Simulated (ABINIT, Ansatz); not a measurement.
# Lattice dynamics of AlInTe3 (Pm-3m) in two programs

How does AlInTe3 (Pm-3m) vibrate, and is this structure a minimum?

Program: ABINIT 10.8.3. Level of theory: DFT LDA, scalar-relativistic, plane waves, HGH norm-conserving pseudopotentials. Results are calculated unless marked as measured.

This is a report of a sequence of runs, with most program output left out.

The structure was built from a prototype and need not be the compound's stable phase.

## Step 1: Set-up

It takes space group Pm-3m (No. 221, cubic). The conventional cell has a = 5.267 Å, b = 5.267 Å, c = 5.267 Å, α = 90.00°, β = 90.00°, γ = 90.00°. Nearest to In lie 12 Te at 3.72 Å. Nearest to Al lie 6 Te at 2.63 Å. Nearest to Te lie 2 Al at 2.63 Å. Farther neighbours and most contacts between anions are not listed.

## Step 2: Relaxing the cell and atoms

The harmonic expansion needs vanishing forces, and a free crystal bears no stress, so cell and atoms are brought to rest. Stress is more sensitive to the basis than forces are: the last 3 Ha under the cutoff are smoothed with ecutsm, and the cutoff is raised above that of the later runs.

The starting cell comes from a relaxation made beforehand in Ansatz (LDA, PseudoDojo NC).

File relax.abi:

```
# relaxation
ionmov 2
optcell 2
dilatmx 1.08
ntime 40
tolmxf 1.0d-05
tolvrs 1.0d-14
prtwf 0
prtden 0
chksymtnons 0

# basis, mesh and filling
ecut 26.0
ecutsm 3.0
ixc 7
ngkpt 4 4 4
nshiftk 1
shiftk 0.0 0.0 0.0
istwfk *1
occopt 3
tsmear 0.01
nband 19
nstep 100
diemac 1000000.0
prtebands 0
prtgsr 0
useylm 1

# cell and atoms
acell 9.953835111 9.953835111 9.953835111
rprim 
    1.0 0.0 0.0
    0.0 1.0 0.0
    0.0 0.0 1.0
ntypat 3
znucl 49 13 52
natom 5
typat 1 2 3 3 3
xred 
    0.0 0.0 0.0
    0.5 0.5 0.5
    0.5 0.5 0.0
    0.5 0.0 0.5
    0.0 0.5 0.5
pp_dirpath "./pseudo"
pseudos "In.hgh, Al.hgh, Te.hgh"
```

Command:

```
> OMP_NUM_THREADS=1 mpirun -n 4 abinit relax.abi > relax.log
```

Wall time 59 s (4 MPI ranks of Arm Neoverse V1, shared host).

Relaxation path:

```csv
step,energy less that of the first step (eV),largest force (eV/Å),volume (Å³)
1,0.0000,0.0000,146.14
2,-0.0022,0.0000,146.55
3,-0.0087,0.0000,149.18
4,-0.0087,0.0000,149.26
```

```csv
"conventional cell, symmetrised",before,after,change
a (Å),5.267,5.305,+0.7 %
b (Å),5.267,5.305,+0.7 %
c (Å),5.267,5.305,+0.7 %
volume (Å³/atom),29.23,29.85,+2.1 %
```

Final coordinates:

```xyz
5
Lattice="5.3046 0.0000 0.0000 0.0000 5.3046 0.0000 0.0000 0.0000 5.3046" Properties=species:S:1:pos:R:3 pbc="T T T"
In    0.0000    0.0000    0.0000
Al    2.6523    2.6523    2.6523
Te    2.6523    2.6523    0.0000
Te    2.6523    0.0000    2.6523
Te    0.0000    2.6523    2.6523
```

Read from the output:

```yaml
volume_per_atom: 29.85 Å³
pressure: 6.20e-4 GPa
gap_on_the_k_mesh: 0 eV
```

The volume changes by +2.1 % from the cell with which this run began.

## Step 3: Self-consistent run for the response

The response is built on these wavefunctions, so the potential is converged far more tightly than an energy would need. Occupations are smeared.

File gs.abi:

```
# ground state
tolvrs 1.0d-16
prtden 1
prtwf 1
prtpot 1

# basis, mesh and filling
ecut 20.0
ixc 7
ngkpt 4 4 4
nshiftk 1
shiftk 0.0 0.0 0.0
istwfk *1
occopt 3
tsmear 0.01
nband 19
nstep 100
diemac 1000000.0
prtebands 0
prtgsr 0
useylm 1

# cell and atoms
acell 10.02418514 10.02418514 10.02418514
rprim 
    1.0 0.0 0.0
    0.0 1.0 0.0
    0.0 0.0 1.0
ntypat 3
znucl 49 13 52
natom 5
typat 1 2 3 3 3
xred 
    0.0 0.0 0.0
    0.5 0.5 0.5
    0.5 0.5 0.0
    0.5 0.0 0.5
    0.0 0.5 0.5
pp_dirpath "./pseudo"
pseudos "In.hgh, Al.hgh, Te.hgh"
```

Command:

```
> OMP_NUM_THREADS=1 mpirun -n 4 abinit gs.abi > gs.log
```

Run time: 13 s. Hardware: 4 MPI ranks; 53 s of CPU time.

Read from the output:

```yaml
pressure: -0.1156 GPa
```

The cell stands at -0.12 GPa: the relaxation ran with a smoothed and higher cutoff, and the difference is a stress of the finite basis.

## Step 4: Zone-centre response

At q = 0 one unit cell holds all displacements. The response is solved for single atoms along the cell's directions, and symmetry skips those that follow from others. The crystal is treated as a metal, which screens a static field, so no field response is asked.

File dfpt_gamma.abi:

```

# common to the responses
getwfk_filepath "gso_WFK"
kptopt 2
nqpt 1
qpt 0.0 0.0 0.0
asr 0
chneut 0

# displacements
rfphon 1
rfatpol 1 5
rfdir 1 1 1
tolvrs 1.0d-10
prtwf 0

# basis, mesh and filling
ecut 20.0
ixc 7
ngkpt 4 4 4
nshiftk 1
shiftk 0.0 0.0 0.0
istwfk *1
occopt 3
tsmear 0.01
nband 19
nstep 100
diemac 1000000.0
prtebands 0
prtgsr 0
useylm 1

# cell and atoms
acell 10.02418514 10.02418514 10.02418514
rprim 
    1.0 0.0 0.0
    0.0 1.0 0.0
    0.0 0.0 1.0
ntypat 3
znucl 49 13 52
natom 5
typat 1 2 3 3 3
xred 
    0.0 0.0 0.0
    0.5 0.5 0.5
    0.5 0.5 0.0
    0.5 0.0 0.5
    0.0 0.5 0.5
pp_dirpath "./pseudo"
pseudos "In.hgh, Al.hgh, Te.hgh"
```

Command:

```
> OMP_NUM_THREADS=1 mpirun -n 4 abinit dfpt_gamma.abi > dfpt_gamma.log
```

It took 80 s on 4 MPI ranks.

Read from the output:

```
largest acoustic frequency at the zone centre before the sum rule : 0.83 cm⁻¹
highest optical zone-centre mode (no LO-TO term)                  : 260.9 cm⁻¹
lowest optical zone-centre mode                                   : -55.1 cm⁻¹
```

The acoustic modes at Γ come out as far as 0.8 cm⁻¹ from zero, where they should vanish, a small numerical error. The lowest optical mode is imaginary, 55i cm⁻¹, an instability at this level and on this k mesh.

## Step 5: Phonons on a q mesh

Linear response treats each wavevector in the unit cell, with no supercell; the 2×2×2 mesh fixes the range of the force constants to be had.

File dfpt_q.abi:

```
ndtset 3

# wavevectors
qpt1 0.5 0.0 0.0
qpt2 0.5 0.5 0.0
qpt3 0.5 0.5 0.5

# displacements
getwfk_filepath "gso_WFK"
getwfq_filepath "gso_WFK"
kptopt 3
nqpt 1
rfphon 1
rfatpol 1 5
rfdir 1 1 1
tolvrs 1.0d-10
prtwf 0

# basis, mesh and filling
ecut 20.0
ixc 7
ngkpt 4 4 4
nshiftk 1
shiftk 0.0 0.0 0.0
istwfk *1
occopt 3
tsmear 0.01
nband 19
nstep 100
diemac 1000000.0
prtebands 0
prtgsr 0
useylm 1

# cell and atoms
acell 10.02418514 10.02418514 10.02418514
rprim 
    1.0 0.0 0.0
    0.0 1.0 0.0
    0.0 0.0 1.0
ntypat 3
znucl 49 13 52
natom 5
typat 1 2 3 3 3
xred 
    0.0 0.0 0.0
    0.5 0.5 0.5
    0.5 0.5 0.0
    0.5 0.0 0.5
    0.0 0.5 0.5
pp_dirpath "./pseudo"
pseudos "In.hgh, Al.hgh, Te.hgh"
```

Command:

```
> OMP_NUM_THREADS=1 mpirun -n 4 abinit dfpt_q.abi > dfpt_q.log
```

Run time: 17 min. Hardware: 4 MPI ranks.

This step gave:

```yaml
lowest_mode_on_the_q_mesh_acoustic_ones_at_the_zone_centre_apart: -55.1 cm⁻¹
```

Frequencies (cm⁻¹) before the sum rule at the irreducible wavevectors but Γ, which is solved apart; negative means imaginary. Frequencies by wavevector:

```
q (fractions)  star  mode 1  mode 2  mode 3  mode 4  mode 13  mode 14  mode 15
      0.5 0 0     3  -46.55  -45.69   -40.6   -40.6    259.8    261.3    261.3
    0.5 0.5 0     3  -54.23  -54.23  -53.78  -26.09    258.8    258.8      262
  0.5 0.5 0.5     1  -53.35  -53.35  -53.35   -48.3    263.4    263.4    263.4
```

## Step 6: Interpolated phonon bands

anaddb transforms the dynamical matrices to force constants and back along the path; points of the mesh come back as solved, but for the sum rule and, in polar crystals, the LO-TO term at Γ; the rest is interpolation.

File anaddb.abi:

```
ddb_filepath "all_DDB"
output_file "anaddb.abo"
outdata_prefix "anaddb"
ifcflag 1
ngqpt 2 2 2
nqshft 1
q1shft 0.0 0.0 0.0
asr 1
chneut 0
dipdip 0
dipquad 0
quadquad 0
enunit 0
eivec 0
nph1l 62
qph1l 
    0.0 0.0 0.0 1.0
    0.0 0.05 0.0 1.0
    0.0 0.1 0.0 1.0
    0.0 0.15 0.0 1.0
    0.0 0.2 0.0 1.0
    0.0 0.25 0.0 1.0
    0.0 0.3 0.0 1.0
    0.0 0.35 0.0 1.0
    0.0 0.4 0.0 1.0
    0.0 0.45 0.0 1.0
    0.0 0.5 0.0 1.0
    0.05 0.5 0.0 1.0
    0.1 0.5 0.0 1.0
    0.15 0.5 0.0 1.0
    0.2 0.5 0.0 1.0
    0.25 0.5 0.0 1.0
    0.3 0.5 0.0 1.0
    0.35 0.5 0.0 1.0
    0.4 0.5 0.0 1.0
    0.45 0.5 0.0 1.0
    0.5 0.5 0.0 1.0
    0.45 0.45 0.0 1.0
    0.4 0.4 0.0 1.0
    0.35 0.35 0.0 1.0
    0.3 0.3 0.0 1.0
    0.25 0.25 0.0 1.0
    0.2 0.2 0.0 1.0
    0.15 0.15 0.0 1.0
    0.1 0.1 0.0 1.0
    0.05 0.05 0.0 1.0
    0.0 0.0 0.0 1.0
    0.05 0.05 0.05 1.0
    0.1 0.1 0.1 1.0
    0.15 0.15 0.15 1.0
    0.2 0.2 0.2 1.0
    0.25 0.25 0.25 1.0
    0.3 0.3 0.3 1.0
    0.35 0.35 0.35 1.0
    0.4 0.4 0.4 1.0
    0.45 0.45 0.45 1.0
    0.5 0.5 0.5 1.0
    0.45 0.5 0.45 1.0
    0.4 0.5 0.4 1.0
    0.35 0.5 0.35 1.0
    0.3 0.5 0.3 1.0
    0.25 0.5 0.25 1.0
    0.2 0.5 0.2 1.0
    0.15 0.5 0.15 1.0
    0.1 0.5 0.1 1.0
    0.05 0.5 0.05 1.0
    0.0 0.5 0.0 1.0
    0.5 0.5 0.5 1.0
    0.5 0.5 0.45 1.0
    0.5 0.5 0.4 1.0
    0.5 0.5 0.35 1.0
    0.5 0.5 0.3 1.0
    0.5 0.5 0.25 1.0
    0.5 0.5 0.2 1.0
    0.5 0.5 0.15 1.0
    0.5 0.5 0.1 1.0
    0.5 0.5 0.05 1.0
    0.5 0.5 0.0 1.0
```

File mrgddb.in:

```
all_DDB
merged
4
dfpt_gammao_DDB
dfpt_qo_DS1_DDB
dfpt_qo_DS2_DDB
dfpt_qo_DS3_DDB
```

Command:

```
> mrgddb < mrgddb.in > mrgddb.log
> OMP_NUM_THREADS=1 anaddb anaddb.abi > anaddb.log
```

The job ended after 0.54 s (1 thread).

Numbers from this step:

* lowest frequency on the path: -55.10 cm⁻¹

Anaddb. The phonon branches at the labelled points (cm⁻¹):

```csv
point,branch 1,branch 2,branch 3,branch 4,branch 12,branch 13,branch 14,branch 15
Γ,-55,-55,-55,-32,0,261,261,261
halfway,-48,-48,-48,-37,93,260,261,261
X,-46,-46,-41,-41,136,260,261,261
halfway,-52,-50,-42,-35,139,259,260,262
M,-54,-54,-54,-26,151,259,259,262
halfway,-51,-42,-42,-40,104,260,261,261
Γ,-55,-55,-55,-32,0,261,261,261
halfway,-48,-48,-44,-36,113,260,260,262
R,-53,-53,-53,-48,162,263,263,263
halfway,-52,-51,-43,-41,142,260,261,262
X,-46,-46,-41,-41,136,260,261,261
jump to R,-53,-53,-53,-48,162,263,263,263
halfway,-54,-52,-52,-41,153,261,261,263
M,-54,-54,-54,-26,151,259,259,262
```

The path dips to 55i cm⁻¹.

## Step 7: Sums over the zone

Sums over the zone need many more wavevectors than were solved, so the interpolation is sampled on a dense mesh.

File anaddb.abi:

```
ddb_filepath "all_DDB"
output_file "anaddb.abo"
outdata_prefix "anaddb"
ifcflag 1
ngqpt 2 2 2
nqshft 1
q1shft 0.0 0.0 0.0
asr 1
chneut 0
dipdip 0
dipquad 0
quadquad 0
prtdos 2
ng2qpt 8 8 8
dosdeltae 4.5563e-06
ntemper 11
temperinc 100.0
tempermin 0.0
```

Command:

```
> OMP_NUM_THREADS=1 anaddb anaddb.abi > anaddb.log
```

Elapsed: 0.65 s, on 1 thread.

This step gave:

```yaml
share_of_modes_beyond_3i_cm_minus1_on_the_dense_interpolated_mesh: 0.5068
```

The phonon density of states has structure finer than the step of the table below, so its rows give means over 20 cm⁻¹, whole bins alone (the curve runs from -85.1 to 293 cm⁻¹). Peaks (cm⁻¹: height): -51.1: 0.391, 260.9: 0.980.

Tetrahedra. The phonon density of states by wavenumber; means over each step:

```csv
wavenumber (cm⁻¹),phonon density of states (1/cm⁻¹/cell)
-60,0.0526
-40,0.190
-20,0.122
0,0.0387
20,0.0539
40,0.0228
60,0.0207
80,0.0181
100,0.0260
120,0.0228
140,0.0259
160,0.00328
180,0
200,0
220,0
240,0
260,0.157
280,0
```

## Step 8: The same in Ansatz

The same cell goes through another code, with its own cutoff. The potentials differ.

This step: DFT LDA, scalar-relativistic, plane waves, PseudoDojo norm-conserving pseudopotentials (Ansatz 0.2.0).

File input.yaml:

```yaml
crystal:
  lattice:
    - [5.3045703334, 0.0, 0.0]
    - [0.0, 5.3045703334, 0.0]
    - [0.0, 0.0, 5.3045703334]
  atoms:
    - { symbol: In, position: [0.0, 0.0, 0.0] }
    - { symbol: Al, position: [0.5, 0.5, 0.5] }
    - { symbol: Te, position: [0.5, 0.5, 0.0] }
    - { symbol: Te, position: [0.5, 0.0, 0.5] }
    - { symbol: Te, position: [0.0, 0.5, 0.5] }
kpoints:
  mp_grid: { grid: [4, 4, 4] }
hamiltonian:
  xc: lda
  pseudopotentials: { kind: nc, accuracy: standard }
scf:
  occupations: { method: fermi_dirac, width: 0.27211 }
output:
  eigenvalues: true
phonons:
  method: dfpt
  qmesh: [2, 2, 2]
  temperatures: { t_max: 1000, t_step: 50 }
  qpath:
    path:
      - [[0.0, 0.0, 0.0], [0.0, 0.5, 0.0], [0.5, 0.5, 0.0], [0.0, 0.0, 0.0], [0.5, 0.5, 0.5], [0.0, 0.5, 0.0]]
      - [[0.5, 0.5, 0.5], [0.5, 0.5, 0.0]]
    npoints: 10
```

Command:

```
> ansatz run input.yaml --threads 4 --pin off --max-ram 8192MiB --backend cpu --events-out ev --progress --plain --runs-dir out
```

Elapsed: 9.7 min, on 4 threads; peak memory 2.2 GiB.

This step gave:

```yaml
sum_rule_residual_before_enforcement: 2.23e-4 eV/Å²
lowest_frequency_on_the_path: -52.63 cm⁻¹
share_of_modes_beyond_3i_cm_minus1_on_the_dense_interpolated_mesh: 0.5163
highest_optical_zone_centre_mode_no_lo_to_term: 267.9 cm⁻¹
lowest_optical_zone_centre_mode: -52.32 cm⁻¹
lowest_mode_on_the_q_mesh_acoustic_ones_at_the_zone_centre_apart: -52.63 cm⁻¹
```

## Step 9: The two compared: ABINIT HGH and Ansatz, PseudoDojo

Numbers from this step:

```
root-mean-square difference             : 2.88 cm⁻¹
largest difference                      : 7.05 cm⁻¹
root-mean-square difference on the path : 2.7 cm⁻¹
largest difference on the path          : 8.5 cm⁻¹
```

The 12 of 57 modes that differ most. Frequencies side by side:

| q (reciprocal lattice) | mode | ABINIT HGH (cm⁻¹) | Ansatz, PseudoDojo (cm⁻¹) |
| --- | --- | --- | --- |
| 0 0 0 | 1 | -55.1 | -52.32 |
| 0 0 0 | 7 | -23.81 | -20.82 |
| 0 0 0 | 8 | -23.81 | -20.82 |
| 0 0 0 | 9 | -23.81 | -20.82 |
| 0 0 0 | 13 | 260.9 | 267.9 |
| 0 0 0 | 14 | 260.9 | 267.9 |
| 0 0 0 | 15 | 260.9 | 267.9 |
| 0.5 0 0 | 6 | -25.81 | -21.91 |
| 0.5 0 0 | 7 | -25.56 | -21.91 |
| 0.5 0 0 | 14 | 261.3 | 268.4 |
| 0.5 0 0 | 15 | 261.3 | 268.4 |
| 0.5 0.5 0 | 15 | 262 | 269.1 |

At the solved wavevectors the largest difference (acoustic modes at Γ apart) is 3 % of the highest mode.

## Step 10: Results

| Property | Result |
| --- | --- |
| space group after relaxation | Pm-3m |
| volume per atom | 29.9 Å³ |
| highest optical zone-centre mode (no LO-TO term) | 260.9 cm⁻¹ |
| lowest optical zone-centre mode | -55.1 cm⁻¹ |
| q mesh | 2×2×2 |
| lowest mode on the q mesh (acoustic ones at the zone centre apart) | -55.1 cm⁻¹ |
| imaginary modes on the q mesh | yes |
| largest difference from Ansatz, PseudoDojo | 7.05 cm⁻¹ |

In words: AlInTe3 (Pm-3m) is unstable: a mode solved on the 2×2×2 mesh is imaginary, 55i cm⁻¹; its spectrum reaches 263 cm⁻¹. At the LDA level the optical modes of AlInTe3 (Pm-3m) at the zone centre run from 55i to 261 cm⁻¹, so the structure is a saddle point, with 9 modes beyond 10i cm⁻¹ there. The most unstable solved mode lies at the zone centre, but modes at other wavevectors are imaginary too, so the distortion may enlarge the cell. ABINIT HGH and Ansatz, PseudoDojo differ by 2.9 cm⁻¹ in the root mean square and by 7.0 cm⁻¹ at most, 2.7 % of the highest mode compared (acoustic modes at Γ left out; ABINIT's values are those before the sum rule); the two use different potentials, and the cell was not relaxed for the second set. These are harmonic frequencies: anharmonic shifts and widths and the lattice's thermal expansion are left out. The Fermi-Dirac smearing of 0.01 Ha is an electronic temperature of 3158 K, which adds a pressure of its own and can shift the volume and soft modes. Spin-orbit coupling is left out, which can matter for the heavy elements here. The HGH files keep few electrons and have no core correction, which is cheap but rough for In. In a metal the frequencies hang on the k mesh and the smearing, most of all near Kohn anomalies. The structure is a hypothetical one, built on a prototype.

[Host names and launcher messages were left out of these logs when they were recorded.]

[Logs are printed without paths, hosts, clocks, repeated set-up lines and the standing remarks that a program may print on its own settings, such as how far it seeks lower states.]

[Hosts, paths, dates, database ids (printed as entryN), source tags and the programs' standing remarks are cut or masked in the printed files.]
